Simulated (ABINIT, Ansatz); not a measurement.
# YSF (P4/nmm): G0W0 on several meshes in ABINIT, part 2 of 2

How does the mesh move the gap of YSF (P4/nmm)?

ABINIT 10.8.3; LDA and many-body steps on it, plane waves. Known limits of the many-body steps: not at the basis limit; no spin-orbit coupling; coarse k mesh.

So far. Step 4 (4×4×2): The gap on the mesh goes from 1.17 eV to 2.90 eV, a correction of +1.72 eV. Step 5 (Empty states on the mesh, 6×6×4 mesh, 156 bands): On this mesh the gap is 1.172 eV.

**7. 6×6×4**

This step: G0W0 on LDA, plane waves, norm-conserving pseudopotentials.

Input file run.abi:

```
acell 3*1.0 Angstrom
rprim 
  3.772985040000 0.000000000000 0.000000000000
  0.000000000000 3.772985040000 0.000000000000
  0.000000000000 0.000000000000 6.826667120000
ntypat 3
znucl 39 16 9
natom 6
typat 1 1 2 2 3 3
xred 
  0.000000000000 0.500000000000 0.227228020000
  0.500000000000 0.000000000000 0.772771980000
  0.000000000000 0.500000000000 0.645567190000
  0.500000000000 0.000000000000 0.354432810000
  0.000000000000 0.000000000000 0.000000000000
  0.500000000000 0.500000000000 0.000000000000
pp_dirpath "pseudos"
pseudos "Y.upf, S.upf, F.upf"
ecut 36
ngkpt 6 6 4
nshiftk 1
shiftk 0 0 0
kptopt 1
chksymbreak 0
istwfk *1
occopt 1
irdwfk 1
optdriver 4
nband 142
gwcalctyp 0
ecutsigx 36
symsigma 1
nkptgw 1
kptgw 
  0.0000000000 0.0000000000 0.0000000000
bdgw 
  23 26
ecuteps 5.2
irdscr 1
ppmodel 1
indata_prefix "in"
outdata_prefix "out"
tmpdata_prefix "tmp"
```

Started as:

```console
$ OMP_NUM_THREADS=1 mpirun -n 8 abinit run.abi > log
```

Numbers of over 12 decimals in the logs are rounded to 6 here.

Output:

```text
.Version 10.8.3 of ABINIT. v10.8.2 released Aug 2026.

 Symmetries : space group P4/n m m (#129); Bravais tP (primitive tetrag.)
[... echo of the input left out ...]
== DATASET  1 ==================================================================
-   mpi_nproc: 8, omp_nthreads: 1 (-1 if OMP is not activated)

--- !DatasetInfo
iteration_state: {dtset: 1, }
dimensions: {natom: 6, nkpt: 30, mband: 142, nsppol: 1, nspinor: 1, nspden: 1, mpw: 6802, }
cutoff_energies: {ecut:  36.0, pawecutdg:  -1.0, }
electrons: {nelect:   4.80000000E+01, charge:   0.00000000E+00, occopt:   1.00000000E+00, tsmear:   1.00000000E-02, }

 SIGMA: Calculation of the GW corrections

 Based on a program developped by R.W. Godby, V. Olevano, G. Onida, and L. Reining.
 Incorporated in ABINIT by V. Olevano, G.-M. Rignanese, and M. Torrent.
.Using double precision arithmetic ; gwpc =  8

[... cell and pseudopotentials left out ...]
--------------------------------------------------------------------------------

 ==== K-mesh for the wavefunctions ====
 Number of points in the irreducible wedge :    30
[... list of points left out ...]
 Together with 16 symmetry operations and time-reversal symmetry
 yields   144 points in the full Brillouin Zone.

 ==== Q-mesh for screening function ====
 Number of points in the irreducible wedge :    30
[... list of points left out ...]
 Together with 16 symmetry operations and time-reversal symmetry
 yields   144 points in the full Brillouin Zone.

 vcoul_init : cutoff-mode = AUXILIARY_FUNCTION
 q-points for optical limit:   1
     1)      0.000010    0.000020    0.000030
 setmesh: FFT mesh size selected  =    40x   40x   72
          total number of points  =       115200

 Number of electrons calculated from density =   48.0000; Expected =   48.0000
[...]
number of k-points in IBZ                          30
 number of q-points in IBZ                          30
 number of symmetry operations                      16
 number of k-points in BZ                          144
 number of q-points in BZ                          144
 number of frequencies for dSigma/dE                 9
 frequency step for dSigma/dE [eV]                0.25
 number of omega for Sigma on real axis              0
 max omega for Sigma on real axis  [eV]           0.00
 zcut for avoiding poles [eV]                     0.10

 EPSILON^-1 parameters (SCR file):
 dimension of the eps^-1 matrix on file            393
 dimension of the eps^-1 matrix used               393
 number of plane-waves for wavefunctions          6783
 number of bands                                   142
 number of q-points in IBZ                          30
 number of frequencies                               2
 number of real frequencies                          1
 number of imag frequencies                          1

 matrix elements of self-energy operator (all in [eV])

 Perturbative Calculation

--- !SelfEnergy_ee
iteration_state: {dtset: 1, }
kpoint     : [   0.000,    0.000,    0.000, ]
spin       : 1
KS_gap     :    1.172
QP_gap     :    2.906
Delta_QP_KS:    1.734
data: !SigmaeeData |
     Band     E0 <VxcDFT>   SigX SigC(E0)      Z dSigC/dE  Sig(E)    E-E0       E
       23   6.840 -13.581 -16.349   1.848   0.801  -0.249 -14.318  -0.737   6.103
       24   6.840 -13.581 -16.349   1.848   0.801  -0.249 -14.318  -0.737   6.103
       25   8.012 -11.646  -6.782  -3.659   0.826  -0.210 -10.650   0.997   9.009
       26   9.761 -14.047  -8.891  -3.693   0.804  -0.243 -12.870   1.177  10.938

== END DATASET(S) ==============================================================
================================================================================

 -outvars: echo values of variables after computation  --------
           etotal      0.0000000000E+00
            nband         142
             nkpt          30
          spgroup         129
 [... the other variables as echoed above ...]

 Calculation completed.
```

Elapsed: 22 s, on 8 MPI ranks of Arm Neoverse V1, shared host; peak memory 6.4 GiB.

This step gave:

| Property | Result |
| --- | --- |
| G0W0 gap on the points computed | 2.906 eV |
| starting gap on the mesh | 1.172 eV |
| k of the valence top | 0, 0, 0 |
| k of the conduction bottom | 0, 0, 0 |
| Z at the valence top | 0.801 |
| Z at the conduction bottom | 0.826 |
| least direct G0W0 gap on the computed points | 2.906 eV |

Against G0W0 in ABINIT (4×4×2 mesh, 142 bands, screening to 141.5 eV, Godby-Needs plasmon pole), the gap moves by +0.010 eV.

**8. The runs together**

Times are wall times on 8 MPI ranks of Arm Neoverse V1, shared host, good to a factor of about two. A run's time includes the screening step that it read.

| run | mesh | bands | screening cutoff (eV) | DFT gap (eV) | gap on the mesh (eV) | direct (eV) | ε∞ used | time |
| --- | --- | --- | --- | --- | --- | --- | --- | --- |
| 4×4×2 | 4×4×2 | 142 | 141.5 | 1.172 | 2.896 | 2.896 | 6.05 | 2.1 min |
| 6×6×4 | 6×6×4 | 142 | 141.5 | 1.172 | 2.906 | 2.906 | 5.80 | 17 min |

**9. Outcome**

| Property | Result |
| --- | --- |
| 4×4×2 | 2.896 eV |
| 6×6×4 | 2.906 eV |
| known limits | not at the basis limit; no spin-orbit coupling; coarse k mesh |

What this shows: 6×6×4: +0.010 eV against 4×4×2. Bands and cutoff are finite, so the gap is not at the basis limit. The miss can reach some tenths of an eV and take either sign; the mesh is an error of its own. In the first G0W0 run levels were corrected at 1 k point alone, so a gap called «on the mesh» is the least over those, and an edge elsewhere would be missed. The 4×4×2 mesh is coarse for this cell, which bears on the long-range parts of exchange and screening. The many-body steps are scalar-relativistic: spin-orbit coupling is not in them.

[Paths, hosts, dates, memory and timing lines, banners, echoed tables and standing remarks are left out of the program output.]

[Logs are printed without paths, hosts, clocks, repeated set-up lines and the standing remarks that a program may print on its own settings, such as how far it seeks lower states.]

[Runs of the session that timed out or met a known fault of the program may be left out.]

[No measured gap is set beside runs whose start may be inverted or whose files or cutoffs have a known fault.]

[Hosts, paths, dates, database ids (printed as entryN), source tags and the programs' standing remarks are cut or masked in the printed files.]

[G0W0 gaps are taken among the corrected bands and points alone; a level outside them can change the order at an edge.]

[Where Ansatz stands beside ABINIT at settings called matched, ABINIT's density can come from a denser mesh and the files from another edition; pairs whose starting gaps differed by over 0.03 eV were left out, so agreement reads better than it is.]
